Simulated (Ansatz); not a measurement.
**Changed inputs in constrained RPA: SrNbO3 (Pm-3m)**

What does U in SrNbO3 (Pm-3m) depend on besides the window?

Program: Ansatz 0.2.0. Level of theory: constrained RPA on LDA, plane waves, PAW. Results are calculated unless marked as measured.

## (1) Set-up

It takes space group Pm-3m (No. 221, cubic). The conventional cell has a = 3.997 Å, b = 3.997 Å, c = 3.997 Å, α = 90.00°, β = 90.00°, γ = 90.00°. Nearest to Sr lie 12 O at 2.83 Å. Nearest to Nb lie 6 O at 2.00 Å. O has 2 Nb at 2.00 Å and 4 Sr at 2.83 Å nearest. Farther neighbours and most contacts between anions are not listed.

 The program's search for lower electronic states was switched off, so nothing shows that the state found is the lowest. The default PAW set here is soft_2. Its files were made with PBE.

## (2) Base: Nb t2g, bands v1 to c2, 6×6×6 mesh, medium accuracy

Constrained RPA screens the interaction with every transition except those inside the target bands, which a later many-body model would treat itself.

input.yaml

```yaml
crystal:
  lattice:
    - [0.0, -3.997, 0.0]
    - [0.0, 0.0, 3.997]
    - [-3.997, 0.0, 0.0]
  atoms:
    - { symbol: Sr, position: [0.0, 0.0, 0.0] }
    - { symbol: Nb, position: [0.5, 0.5, 0.5] }
    - { symbol: O, position: [0.5, 0.5, 0.0] }
    - { symbol: O, position: [0.5, 0.0, 0.5] }
    - { symbol: O, position: [0.0, 0.5, 0.5] }
kpoints:
  mp_grid: { grid: [6, 6, 6] }
hamiltonian:
  xc: lda
scf:
  occupations: { method: gaussian, width: 0.08 }
  n_extra_bands: 19
  max_iter: 150
  lower_state_search: "off"
output:
  crpa:
    kmesh: [6, 6, 6]
    target_bands: [v1, c2]
    projections: [{ species: Nb, l: d, shell: 4, orbitals: [dxz, dyz, dxy] }]
  local_orbitals:
    kmesh: [6, 6, 6]
    orbitals: [{ species: Nb, l: d, shell: 4, orbitals: [dxz, dyz, dxy] }]
    window: { bands: [v1, c2] }
    seedname: lo
```

On the command line:

```console
ansatz run input.yaml --threads 8 --pin off --max-ram 18432MiB --backend cpu --events-out ev --progress --plain --runs-dir out
```

Numbers of over 12 decimals in the logs are rounded to 6 here.

The log of the run:

```text
scf.n_extra_bands = 19 over 21 filled bands (N_el = 41.0): the run solves 40 bands
Engine: ansatz 0.2.0, aarch64-unknown-linux-gnu
Pseudopotentials: kind: paw
Pseudopotential: Sr, paw, valence charge 10, recommended cutoff 420 eV (normal), Sr.paw.azcp
Pseudopotential: Nb, paw, valence charge 13, recommended cutoff 420 eV (normal), Nb.paw.azcp
Pseudopotential: O, paw, valence charge 6, recommended cutoff 420 eV (normal), O.paw.azcp
Functional definition: SPW92
  exchange = slater_x
  correlation = pw_c
Crystal: 5 atoms, lattice volume = 63.856 Å³
Basis set: ecut = 420 eV, 1237 PW (Γ)
Bands: 40, of which v1, the nominal top of the filled ones, is band 21 counted from 1 (20 counted from 0)
Symmetry: 48 space group operations
Space group: Pm-3m (ITA 221), of the structure as read, at distance tolerance 4.0e-5 Å
k-points: 20 of 216
Non-local potential: Sr, projectors of the file, l = 0: 3, l = 1: 2, l = 2: 2
Non-local potential: Nb, projectors of the file, l = 0: 3, l = 1: 2, l = 2: 2, l = 3: 1
Non-local potential: O, projectors of the file, l = 0: 2, l = 1: 2, l = 2: 1
PAW form: soft (Blöchl's): semilocal exchange-correlation on the pseudo side does not see the compensation charge
PAW frozen core: Sr, regenerated for the run's functional, and the local potential with it (the file was generated under x = pbe(κ = 0.804, μ = 0.219515), c = pbe(β = 0.066725))
PAW frozen core: Nb, regenerated for the run's functional, and the local potential with it (the file was generated under x = pbe(κ = 0.804, μ = 0.219515), c = pbe(β = 0.066725))
PAW frozen core: O, regenerated for the run's functional, and the local potential with it (the file was generated under x = pbe(κ = 0.804, μ = 0.219515), c = pbe(β = 0.066725))
PAW one-centre angular grid: Sr, 110 points (default); XC on 64 Gauss nodes
PAW one-centre angular grid: Nb, 590 points (default); XC on 64 Gauss nodes
PAW one-centre angular grid: O, 110 points (default); XC on 64 Gauss nodes
Initial density: superposition of atomic densities (neutral atoms: chi_scale 0, normalization atom), corrected by the library's trained network
Initial wavefunctions: pseudopotential atomic-orbital guess
Functional: x = slater, c = lda
SCF iter   1: F=—  HF=-9560.085316 eV  |F-HF|=—  |Δ(HF+E_count)|=         —  Δρ=1.69e-2  dr2=1.61e-1  ethr=1.77e-3  ⟨swp⟩=7.7  Hψ=4271  notcnv=0  defer=135
preconditioner: auto → Kerker (q_TF=auto, 2.534 Å⁻¹)  [metal: Δε(μ)=0.066 eV  Ē_g=18.873 eV  σ=0.080 eV  W_gap=0.43  n_scr=18 (ndim 8)  ℏωp=25.9 eV  f_vac=0.000  D(μ)=1.71/eV (n_scr^D=6)]
SCF iter   2: F=—  HF=-9560.056056 eV  |F-HF|=—  |Δ(HF+E_count)|=   2.93e-2  Δρ=8.66e-3  dr2=4.90e-2  ethr=3.93e-4  ⟨swp⟩=1.4  Hψ=982  notcnv=0  defer=197
[...]
SCF 1 converged in 7 iterations: F = -9560.043500 eV  dr2 = 8.84e-9
[...]
NSCF: frozen V_eff on 23 k-points
NSCF: frozen V_eff on 20 k-points
[...]
cRPA screening: q 1/216
cRPA screening: q 2/216
cRPA screening: q 8/216 (q-point 3)
cRPA screening: q 14/216 (q-point 4)
cRPA screening: q 17/216 (q-point 8)
cRPA screening: q 29/216 (q-point 9)
cRPA screening: q 53/216 (q-point 10)
cRPA screening: q 65/216 (q-point 15)
cRPA screening: q 77/216 (q-point 16)
cRPA screening: q 89/216 (q-point 22)
[...]
cRPA screening: q 190/216 (q-point 87)
cRPA screening: q 198/216 (q-point 88)
cRPA screening: q 210/216 (q-point 94)
cRPA screening: q 216/216 (q-point 130)
SCF converged after 7 iterations
Free energy (F): -9560.043500 eV
Harris-Foulkes:  -9560.043500 eV  (|F-HF|=9.20e-10)
Internal energy: -9560.037757 eV  (E = F + TS)
E sigma→0 (E₀):  -9560.040629 eV
Entropy (-TS):   -0.005743 eV (-1.149 meV/atom)
Fermi energy:    13.581215 eV
--- Per-component energies (eV) ---
  E_band       = -158.227765
  E_kinetic    = 1168.695080
  E_local      = -2417.011195  (includes V_loc(G=0)·N_el)
  E_nonlocal   = 476.521223
  E_hartree    = 767.592578
  E_xc         = -566.397458
  E_vxc        = -657.909216  (∫ρ·V_xc dr)
  E_paw        = -6002.821065  (= ΣΔE_a)
  E_vpaw       = -263.717023  (= ΣTr[D̂ρ^β])
  E_aug_tail   = 0.007513  (compensation charges beyond the density's cutoff)
  E_ewald      = -2987.635027
  E_core_change = 1.010594  (= ΣΔE_core)
  E_smearing   = -0.005743  (= −TS)
  E_closure    = 0.000000  (closes the sum)
  Σ components = -9560.043500   (vs F -9560.043500, Δ=0.00e0)
--- Band table (eV; the first three rows and the last of 20) ---
  k-point 0: bands = [... 17 lower, 9.5667, 9.5667, 9.5667, 12.3787, 12.3787, 12.3787, 15.2095, 15.2095, ... 15 higher]
  k-point 1: bands = [... 17 lower, 8.7292, 9.4712, 9.4712, 12.4511, 13.1143, 13.1143, 15.6037, 15.6532, ... 15 higher]
  k-point 2: bands = [... 17 lower, 8.2282, 9.3835, 9.3835, 12.6081, 14.4578, 14.4578, 16.4744, 16.5453, ... 15 higher]
  k-point 19: bands = [... 17 lower, 9.9580, 9.9580, 9.9580, 16.4915, 16.4915, 16.4915, 16.6062, 16.6062, ... 15 higher]
--- cRPA (band scheme, projected local orbitals): target bands 21..23 (1-based), 3 Wannier function(s), 6×6×6 mesh, 46 bands' worth read of 51 solved, ecut_chi 136.0 eV, v(q+G=0) probe_charge, pair densities all_electron ---
  bands read: the sum over 46 bands ends inside a degenerate multiplet in 16 slots, whose members it reads at an even weight; the widest, k=0: bands 45 to 47 (counted from 1) at 2/3 each
  χ-basis size per q: N_G = 208..251
  window electrons = 1.0000, filled by tetrahedron_uncorrected; constrained ε̄⁻¹(q = 0, 0) head = 0.219094; min gauge Gram eig = 0.4977
  Kanamori averages over each shell's own Wannier functions (sites counted from 0, functions from 1):
    Site 1, 4D, 3 of 5 d orbitals (Wannier functions 1, 2, 3; wannier90's mr 2, 3, 5):
      screened: U = 2.9321 eV, U' = 2.3944 eV, J = 0.2711 eV
      screened, to within: U = 3.7e-3 eV, U' = 3.7e-3 eV, J = 4.3e-4 eV
      bare: V = 10.6054 eV, V' = 9.8183 eV, J = 0.3750 eV
  Hermiticity witness max|P − P†| over intra, direct and exchange elements: 2.66e-15 eV (screened), 9.18e-20 eV (bare)
  Reality witness max|Im| over intra, direct and exchange elements: 4.11e-19 eV (screened), 9.92e-19 eV (bare)
```

Elapsed: 61 s, on 8 threads of Arm Neoverse V2, shared host; peak memory 0.81 GiB.

In the SCF lines HF is the Harris–Foulkes energy and dr2 the Hartree energy of the density residual, in eV; the loop may stop once dr2 is under the threshold and the program's other checks hold. Hψ counts applications of the Hamiltonian.

Numbers from this step:

```
U                                                 : 2.932 eV
U prime (inter-orbital)                           : 2.394 eV
J                                                 : 0.2711 eV
bare V                                            : 10.61 eV
bare J                                            : 0.3750 eV
stated bound on U                                 : 0.003672 eV
U over bare V                                     : 0.2765
electrons in the window                           : 1.0000
head of the constrained inverse dielectric matrix : 0.2191
least eigenvalue of the projection's overlap      : 0.4977
target functions                                  : 3
bands in the sums                                 : 46
r.m.s. miss of the model bands                    : 0.02096 eV
width of the target bands                         : 4.113 eV
weight of the projected orbitals in the window    : 0.7077
```

On the Nb t2g shell, screening brings the on-site interaction from 10.6 eV down to U = 2.93 eV.

## (3) Changed: 4×4×4 mesh

input.yaml, the sections that differ from step 2:

```yaml
output:
  crpa:
    kmesh: [4, 4, 4]
    target_bands: [v1, c2]
    projections: [{ species: Nb, l: d, shell: 4, orbitals: [dxz, dyz, dxy] }]
# crystal, kpoints, hamiltonian, scf: as in step 2
```

The log of the run:

```text
[...]
Crystal: 5 atoms, lattice volume = 63.856 Å³
Basis set: ecut = 420 eV, 1237 PW (Γ)
Bands: 40, of which v1, the nominal top of the filled ones, is band 21 counted from 1 (20 counted from 0)
Symmetry: 48 space group operations
[...]
k-points: 20 of 216
[...]
SCF iter   1: F=—  HF=-9560.085316 eV  |F-HF|=—  |Δ(HF+E_count)|=         —  Δρ=1.69e-2  dr2=1.61e-1  ethr=1.77e-3  ⟨swp⟩=7.7  Hψ=4271  notcnv=0  defer=135
[...]
SCF iter   7: F=-9560.043500 eV  HF=-9560.043500 eV  |F-HF|=9.20e-10  |Δ(HF+E_count)|=   2.72e-7  Δρ=4.49e-6  dr2=8.84e-9  ethr=2.44e-10  ⟨swp⟩=11.1  Hψ=4136  notcnv=0
SCF 1 converged in 7 iterations: F = -9560.043500 eV  dr2 = 8.84e-9
[...]
NSCF: frozen V_eff on 10 k-points
[...]
cRPA screening: q 1/64
cRPA screening: q 2/64
cRPA screening: q 8/64 (q-point 3)
cRPA screening: q 11/64 (q-point 6)
cRPA screening: q 23/64 (q-point 7)
cRPA screening: q 35/64 (q-point 11)
cRPA screening: q 38/64 (q-point 22)
cRPA screening: q 46/64 (q-point 23)
cRPA screening: q 58/64 (q-point 27)
cRPA screening: q 64/64 (q-point 43)
SCF converged after 7 iterations
Free energy (F): -9560.043500 eV
[...]
Internal energy: -9560.037757 eV  (E = F + TS)
E sigma→0 (E₀):  -9560.040629 eV
Entropy (-TS):   -0.005743 eV (-1.149 meV/atom)
Fermi energy:    13.581215 eV
[...]
--- Band table (eV; the first three rows and the last of 20) ---
  k-point 0: bands = [... 17 lower, 9.5667, 9.5667, 9.5667, 12.3787, 12.3787, 12.3787, 15.2095, 15.2095, ... 15 higher]
  k-point 1: bands = [... 17 lower, 8.7292, 9.4712, 9.4712, 12.4511, 13.1143, 13.1143, 15.6037, 15.6532, ... 15 higher]
  k-point 2: bands = [... 17 lower, 8.2282, 9.3835, 9.3835, 12.6081, 14.4578, 14.4578, 16.4744, 16.5453, ... 15 higher]
  k-point 19: bands = [... 17 lower, 9.9580, 9.9580, 9.9580, 16.4915, 16.4915, 16.4915, 16.6062, 16.6062, ... 15 higher]
[...]
χ-basis size per q: N_G = 208..251
[...]
Site 1, 4D, 3 of 5 d orbitals (Wannier functions 1, 2, 3; wannier90's mr 2, 3, 5):
      screened: U = 2.9466 eV, U' = 2.4023 eV, J = 0.2744 eV
      screened, to within: U = 3.7e-3 eV, U' = 3.7e-3 eV, J = 4.3e-4 eV
      bare: V = 10.7343 eV, V' = 9.9376 eV, J = 0.3795 eV
[...]
```

Elapsed: 12 s, on 8 threads; peak memory 0.61 GiB.

Numbers from this step:

* U: 2.947 eV
* U prime (inter-orbital): 2.402 eV
* J: 0.2744 eV
* bare V: 10.73 eV
* bare J: 0.3795 eV
* stated bound on U: 0.003613 eV
* U over bare V: 0.2745
* electrons in the window: 1.0000
* head of the constrained inverse dielectric matrix: 0.2132
* least eigenvalue of the projection's overlap: 0.4977
* target functions: 3
* bands in the sums: 46
* width of the target bands: 4.113 eV
* weight of the projected orbitals in the window: 0.7077

On the Nb t2g shell, screening brings the on-site interaction from 10.7 eV down to U = 2.95 eV.

## (4) Changed: 8×8×8 mesh

Edit input.yaml of step 3 so:

```diff
@@ -22,3 +22,3 @@
   crpa:
-    kmesh: [4, 4, 4]
+    kmesh: [8, 8, 8]
     target_bands: [v1, c2]
```

The log of the run:

```text
[...]
Crystal: 5 atoms, lattice volume = 63.856 Å³
Basis set: ecut = 420 eV, 1237 PW (Γ)
Bands: 40, of which v1, the nominal top of the filled ones, is band 21 counted from 1 (20 counted from 0)
Symmetry: 48 space group operations
[...]
k-points: 20 of 216
[...]
k-point 19: bands = [... 17 lower, 9.9580, 9.9580, 9.9580, 16.4915, 16.4915, 16.4915, 16.6062, 16.6062, ... 15 higher]
[...]
χ-basis size per q: N_G = 208..251
[...]
Site 1, 4D, 3 of 5 d orbitals (Wannier functions 1, 2, 3; wannier90's mr 2, 3, 5):
      screened: U = 2.9303 eV, U' = 2.3940 eV, J = 0.2704 eV
      screened, to within: U = 3.7e-3 eV, U' = 3.7e-3 eV, J = 4.2e-4 eV
      bare: V = 10.5736 eV, V' = 9.7888 eV, J = 0.3740 eV
[...]
[key lines of the parts left out:]
SCF converged after 7 iterations
Free energy (F): -9560.043500 eV
Fermi energy:    13.581215 eV
```

Elapsed: 4.2 min, on 8 threads; peak memory 1.2 GiB; 31 min of CPU time.

Numbers from this step:

```yaml
u: 2.930 eV
u_prime_inter_orbital: 2.394 eV
j: 0.2704 eV
bare_v: 10.57 eV
bare_j: 0.3740 eV
stated_bound_on_u: 0.003657 eV
u_over_bare_v: 0.2771
electrons_in_the_window: 1.0000
head_of_the_constrained_inverse_dielectric_matrix: 0.2204
least_eigenvalue_of_the_projection_s_overlap: 0.4931
target_functions: 3
bands_in_the_sums: 46
width_of_the_target_bands: 4.113 eV
weight_of_the_projected_orbitals_in_the_window: 0.7077
```

On the Nb t2g shell, screening brings the on-site interaction from 10.6 eV down to U = 2.93 eV.

## (5) Changed: sums over states

Edit input.yaml of step 4 so:

```diff
@@ -22,4 +22,7 @@
   crpa:
-    kmesh: [8, 8, 8]
+    kmesh: [6, 6, 6]
     target_bands: [v1, c2]
     projections: [{ species: Nb, l: d, shell: 4, orbitals: [dxz, dyz, dxy] }]
+    accuracy: sum_over_states
+    n_empty_bands: 21
+    ecut_chi: 250
```

The log of the run:

```text
[...]
Crystal: 5 atoms, lattice volume = 63.856 Å³
Basis set: ecut = 420 eV, 1237 PW (Γ)
Bands: 40, of which v1, the nominal top of the filled ones, is band 21 counted from 1 (20 counted from 0)
Symmetry: 48 space group operations
[...]
k-points: 20 of 216
[...]
χ-basis size per q: N_G = 552..587
[...]
U and J over all bands: no bound (output.crpa.accuracy: sum_over_states); those below are of the sums over the bands read on the sphere of ecut_chi, with what the atoms add
[...]
Site 1, 4D, 3 of 5 d orbitals (Wannier functions 1, 2, 3; wannier90's mr 2, 3, 5):
      screened: U = 3.1119 eV, U' = 2.4932 eV, J = 0.3123 eV
      bare: V = 10.6054 eV, V' = 9.8183 eV, J = 0.3750 eV
[...]
[key lines of the parts left out:]
SCF converged after 7 iterations
Free energy (F): -9560.043500 eV
Fermi energy:    13.581215 eV
```

Run time: 12 s. Hardware: 8 threads; peak memory 0.65 GiB.

This variant gives U = 3.11 eV against 2.93 eV. It is a finite sum over empty states with no bound on its error and stays out of the table below.

## (6) Changed: smooth pair densities

Edit input.yaml of step 5 so:

```diff
@@ -25,4 +25,2 @@
     projections: [{ species: Nb, l: d, shell: 4, orbitals: [dxz, dyz, dxy] }]
-    accuracy: sum_over_states
-    n_empty_bands: 21
-    ecut_chi: 250
+    pair_densities: pseudo
```

The log of the run:

```text
[...]
Crystal: 5 atoms, lattice volume = 63.856 Å³
Basis set: ecut = 420 eV, 1237 PW (Γ)
Bands: 40, of which v1, the nominal top of the filled ones, is band 21 counted from 1 (20 counted from 0)
Symmetry: 48 space group operations
[...]
k-points: 20 of 216
[...]
χ-basis size per q: N_G = 208..251
[...]
Site 1, 4D, 3 of 5 d orbitals (Wannier functions 1, 2, 3; wannier90's mr 2, 3, 5):
      screened: U = 2.9377 eV, U' = 2.3945 eV, J = 0.2739 eV
      screened, to within: U = 2.6e-3 eV, U' = 2.6e-3 eV, J = 1.9e-4 eV
      screened, sum over states alone: U = 3.0946 eV, U' = 2.4623 eV, J = 0.3189 eV
      bare: V = 10.6054 eV, V' = 9.8183 eV, J = 0.3750 eV
[...]
[key lines of the parts left out:]
SCF converged after 7 iterations
Free energy (F): -9560.043500 eV
Fermi energy:    13.581215 eV
```

Wall time 57 s (8 threads); peak memory 0.74 GiB.

This step gave:

```
U                                                 : 2.938 eV
U prime (inter-orbital)                           : 2.395 eV
J                                                 : 0.2739 eV
bare V                                            : 10.61 eV
bare J                                            : 0.3750 eV
stated bound on U                                 : 0.002550 eV
U over bare V                                     : 0.2770
electrons in the window                           : 1.0000
head of the constrained inverse dielectric matrix : 0.2192
least eigenvalue of the projection's overlap      : 0.4977
target functions                                  : 3
bands in the sums                                 : 46
width of the target bands                         : 4.113 eV
weight of the projected orbitals in the window    : 0.7077
```

On the Nb t2g shell, screening brings the on-site interaction from 10.6 eV down to U = 2.94 eV.

## (7) Changed: a wide Fermi-Dirac smearing

Edit input.yaml of step 6 so:

```diff
@@ -16,3 +16,3 @@
 scf:
-  occupations: { method: gaussian, width: 0.08 }
+  occupations: { method: fermi_dirac, width: 0.5 }
   n_extra_bands: 19
@@ -25,2 +25 @@
     projections: [{ species: Nb, l: d, shell: 4, orbitals: [dxz, dyz, dxy] }]
-    pair_densities: pseudo
```

The log of the run:

```text
scf.n_extra_bands = 19 over 21 filled bands (N_el = 41.0): the run solves 40 bands
Engine: ansatz 0.2.0, aarch64-unknown-linux-gnu
Pseudopotentials: kind: paw
Pseudopotential: Sr, paw, valence charge 10, recommended cutoff 420 eV (normal), Sr.paw.azcp
Pseudopotential: Nb, paw, valence charge 13, recommended cutoff 420 eV (normal), Nb.paw.azcp
Pseudopotential: O, paw, valence charge 6, recommended cutoff 420 eV (normal), O.paw.azcp
[...]
k-point 2: bands = [... 17 lower, 8.2395, 9.3900, 9.3900, 12.5928, 14.4496, 14.4496, 16.4842, 16.5561, ... 15 higher]
  k-point 19: bands = [... 17 lower, 9.9726, 9.9726, 9.9726, 16.4822, 16.4822, 16.4822, 16.6146, 16.6146, ... 15 higher]
Error: cRPA refused: cRPA: band c3 at k-index 0 must be full below output.crpa.target_bands = [v1, c2] or empty above, but its occupation deviates by 2.64e-2 of a full band (tolerance 1e-3). Include the band in the window or, for the tail of a fermi_dirac temperature, lower scf.occupations.width or leave the width out
[key lines of the parts left out:]
SCF converged after 7 iterations
Free energy (F): -9560.516621 eV
Fermi energy:    13.414255 eV
```

Elapsed: 1.3 s, on 8 threads; peak memory 0.59 GiB.

The self-consistent loop converged; the step after it was not made. The program's words: cRPA refused: cRPA: band c3 at k-index 0 must be full below output.crpa.target_bands = [v1, c2] or empty above, but its occupation deviates by 2.64e-2 of a full band (tolerance 1e-3). Include the band in the window or, for the tail of a fermi_dirac temperature, lower scf.occupations.width or leave the width out

The fault put into this input: a wide Fermi-Dirac smearing.

(Part 1 of 2 ends here.)

[Paths, hosts, dates, memory and timing lines, banners, echoed tables and standing remarks are left out of the program output.]

[Logs are printed without paths, hosts, clocks, repeated set-up lines and the standing remarks that a program may print on its own settings, such as how far it seeks lower states.]

[Runs of the session that timed out or met a known fault of the program may be left out.]

[Hosts, paths, dates, database ids (printed as entryN), source tags and the programs' standing remarks are cut or masked in the printed files.]
